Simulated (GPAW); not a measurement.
# Ballistic transport through an Os chain with two Cl atoms in line, cheap and dear, part 2 of 2

Aim: T(E), conductance and thermopower of an Os chain with two Cl atoms in line, and what cheaper settings cost in accuracy.

GPAW 26.7.0; GPAW LCAO, PAW setups; Landauer transmission from Green's functions with principal layers (ASE), zero bias.

So far, transmission at the Fermi level (one spin): step 2 (GPAW, dzp, PBE, GPAW) 1.73; step 3 (basis szp(dzp), PBE, GPAW) 1.60; step 4 (basis sz(dzp), PBE, GPAW) 1.08; step 5 (RPBE) 1.72.

**8. Functional BLYP**

The functional moves levels against the Fermi level.

This step: GPAW LCAO, PAW setups; Landauer transmission from Green's functions with principal layers (ASE), zero bias (GPAW 26.7.0).

run.py reads:

```python
import json
import numpy as np
from ase import Atoms
from ase.transport.calculators import TransportCalculator
from gpaw import GPAW, FermiDirac
from gpaw.lcao.tools import get_lcao_hamiltonian
from scipy.linalg import eigh

# The junction with lead layers at both ends, along the third cell vector
device = Atoms(
    ['Os', 'Os', 'Os', 'Os', 'Os', 'Os', 'Os', 'Cl', 'Cl', 'Os', 'Os', 'Os', 'Os', 'Os', 'Os', 'Os'],
    positions=[
        [4.50000, 4.50000, 1.14000],
        [4.50000, 4.50000, 3.42000],
        [4.50000, 4.50000, 5.70000],
        [4.50000, 4.50000, 7.98000],
        [4.50000, 4.50000, 10.26000],
        [4.50000, 4.50000, 12.54000],
        [4.50000, 4.50000, 14.82000],
        [4.50000, 4.50000, 16.84360],
        [4.50000, 4.50000, 18.78360],
        [4.50000, 4.50000, 20.80720],
        [4.50000, 4.50000, 23.08720],
        [4.50000, 4.50000, 25.36720],
        [4.50000, 4.50000, 27.64720],
        [4.50000, 4.50000, 29.92720],
        [4.50000, 4.50000, 32.20720],
        [4.50000, 4.50000, 34.48720]],
    cell=[[9.0, 0.0, 0.0], [0.0, 9.0, 0.0], [0.0, 0.0, 35.6272]],
    pbc=True)

# One principal layer of the lead: the first 5 atoms of the device
lead = Atoms(
    ['Os', 'Os', 'Os', 'Os', 'Os'],
    positions=[
        [4.50000, 4.50000, 1.14000],
        [4.50000, 4.50000, 3.42000],
        [4.50000, 4.50000, 5.70000],
        [4.50000, 4.50000, 7.98000],
        [4.50000, 4.50000, 10.26000]],
    cell=[[9.0, 0.0, 0.0], [0.0, 9.0, 0.0], [0.0, 0.0, 11.4]],
    pbc=True)

settings = dict(mode='lcao', basis='dzp', xc='BLYP', h=0.2,
                occupations=FermiDirac(0.1), maxiter=250,
                mixer=dict(beta=0.1, nmaxold=8, weight=100.0),
                convergence=dict(density=0.0001))
energies = np.arange(-2, 2 + 1e-9, 0.05)
eta = 0.0001
n1, n2 = 1, 1
# k and -k transmit alike, so half of the mesh across the current serves
mesh = [(i, j) for i in range(n1) for j in range(n2) if (i, j) <= (-i % n1, -j % n2)]
weights = np.array([1 if (i, j) == (-i % n1, -j % n2) else 2 for i, j in mesh]) / (n1 * n2)

# [... helper functions left out ...]
fermi_lead = ground_state(lead, (1, 1, 10), 'lead.txt')
fermi_device = ground_state(device, (1, 1, 2), 'device.txt')
# [... loop over the mesh left out, but for ...]
        # Shift the lead onto the potential of the device's first layer
        shift = ((H[:, 0, 0] - H0[:, 0, 0]) / S0[0, 0]).real.mean()
# [...]
kT = 8.617333e-5 * 77
bias = [0.1, 0.2, 0.5, 1.0, 1.5, 2.0]
# [... integrals and printing left out ...]
```

On the command line:

```console
$ OMP_NUM_THREADS=1 OPENBLAS_NUM_THREADS=1 python run.py
```

The program printed:

```text
FileNotFoundError: Could not find required PAW dataset file "Os.BLYP".
```

Elapsed: 0.61 s, on 1 thread of Arm Neoverse V2, shared host; peak memory 0.1 GiB.

The program refused the input before any cycle.

The program's message: “FileNotFoundError: Could not find required PAW dataset file "Os.BLYP".”

**9. Another change of settings**

A last run, with other settings again.

run.py, as its differences from that of step 8:

```diff
@@ -40,7 +40,7 @@
         [4.50000, 4.50000, 10.26000]],
-    cell=[[9.0, 0.0, 0.0], [0.0, 9.0, 0.0], [0.0, 0.0, 11.4]],
+    cell=[[9.0, 0.0, 0.0], [0.0, 9.0, 0.0], [0.0, 0.0, 13.11]],
     pbc=True)
 
-settings = dict(mode='lcao', basis='dzp', xc='BLYP', h=0.2,
-                occupations=FermiDirac(0.1), maxiter=250,
+settings = dict(mode='lcao', basis='dzp', xc='PBE', h=0.2,
+                occupations=FermiDirac(0.1), maxiter=75,
                 mixer=dict(beta=0.1, nmaxold=8, weight=100.0),
```

The program printed:

```text
basis functions: device 404, principal layer 135
Fermi level: lead -3.4526 eV, device -3.4162 eV; lead shifted by -0.7144 eV
largest coupling past the next layer 8.88e-15 eV, largest misfit of the first layer 2.906 eV
  E-E_F (eV)   T (one spin)  [channel counts left out]
    -2.000    2.1571e-02
    -1.950    9.6064e-01
    -1.900    2.8850e-01
    -1.850    1.9668e-02
    -1.800    5.7272e-05
    -1.750    1.1994e-04
    -1.700    2.1041e-03
    -1.650    9.8129e-06
    -1.600    4.4154e-06
    -1.550    9.5001e-02
    -1.500    6.9697e-01
    -1.450    9.0864e-06
    -1.400    2.4000e-06
    -1.350    1.7140e-06
    -1.300    1.3230e-06
    -1.250    1.1128e-06
[...]
1.650    1.3269e-06
     1.700    3.8471e-07
     1.750    3.3995e-07
     1.800    6.4995e-07
     1.850    2.5707e-01
     1.900    1.3245e+00
     1.950    1.6332e+00
     2.000    1.8732e+00
conductance at 77 K: 0.19074 G0 a cell; thermopower 30.94 uV/K
current from the zero-bias T(E) at 0.1 V: 1.5736 uA
current from the zero-bias T(E) at 0.2 V: 2.9123 uA
current from the zero-bias T(E) at 0.5 V: 6.206 uA
current from the zero-bias T(E) at 1.0 V: 18.576 uA
current from the zero-bias T(E) at 1.5 V: 28.179 uA
current from the zero-bias T(E) at 2.0 V: 34.01 uA
```

It took 2.5 min on 1 thread; peak memory 1.4 GiB.

The run finished. A setting was moved off its sound value on purpose, so it serves as a test and not as the result.

The fault put into the input: a lead period that doesn't match its atoms (period = 13.11).

The two runs compared:

```csv
quantity,this run,sound run,difference
conductance (G₀),0.19074,1.7252,-1.53
largest coupling past the next principal layer (eV),8.882e-15,1.091e-6,-1.1e-6
largest misfit of the first principal layer (eV),2.9062,0.14265,2.76
shift that aligns the lead (eV),-0.71439,0.012679,-0.727
transmission at the Fermi level (one spin),0.18938,1.7254,-1.54
```

The two runs differ clearly in the largest misfit of the first principal layer: 2.91 eV against 0.143 eV.

**10. Results**

```json
{
 "conductance": "1.73 G₀",
 "transmission at the Fermi level, mean of the spins": "1.73",
 "thermopower": "about 0 (under 1.5 μV/K)"
}
```

In words: In the dzp basis the junction conducts 1.73 G₀ at 77 K, with T = 1.73 a spin at the Fermi level; the szp basis reaches that conductance within 10 %. At the Fermi level the three most open eigenchannels pass 0.91, 0.41 and 0.41. Measured against the first run (dzp), the nearest curve is that of dzp-RPBE (r.m.s. 0.0058) and the farthest that of sz (0.54). Over the compared runs wall time goes from 83 s (sz) to 151 s (dzp), on a shared host. The geometry was built from estimated bond lengths and not relaxed, so the numbers describe this model structure. The run had no spin polarisation, so a magnetic state, which chains and small molecules with open shells often have, wasn't tested. Spin-orbit coupling is left out, which matters for the heavy atoms here. An evenly spaced straight chain is an idealisation: free chains tend to dimerise, zigzag or, where a band edge lies near the Fermi level, turn magnetic. The currents use the zero-bias T(E) throughout, which holds only while the bias is small against the distance to the nearest feature. The energy step is wider than the thermal energy, so the conductance and thermopower rest on interpolation of T(E).

[Logs are printed without paths, hosts, clocks, repeated set-up lines and the standing remarks that a program may print on its own settings, such as how far it seeks lower states.]

[Hosts, paths, dates, database ids (printed as entryN), source tags and the programs' standing remarks are cut or masked in the printed files.]
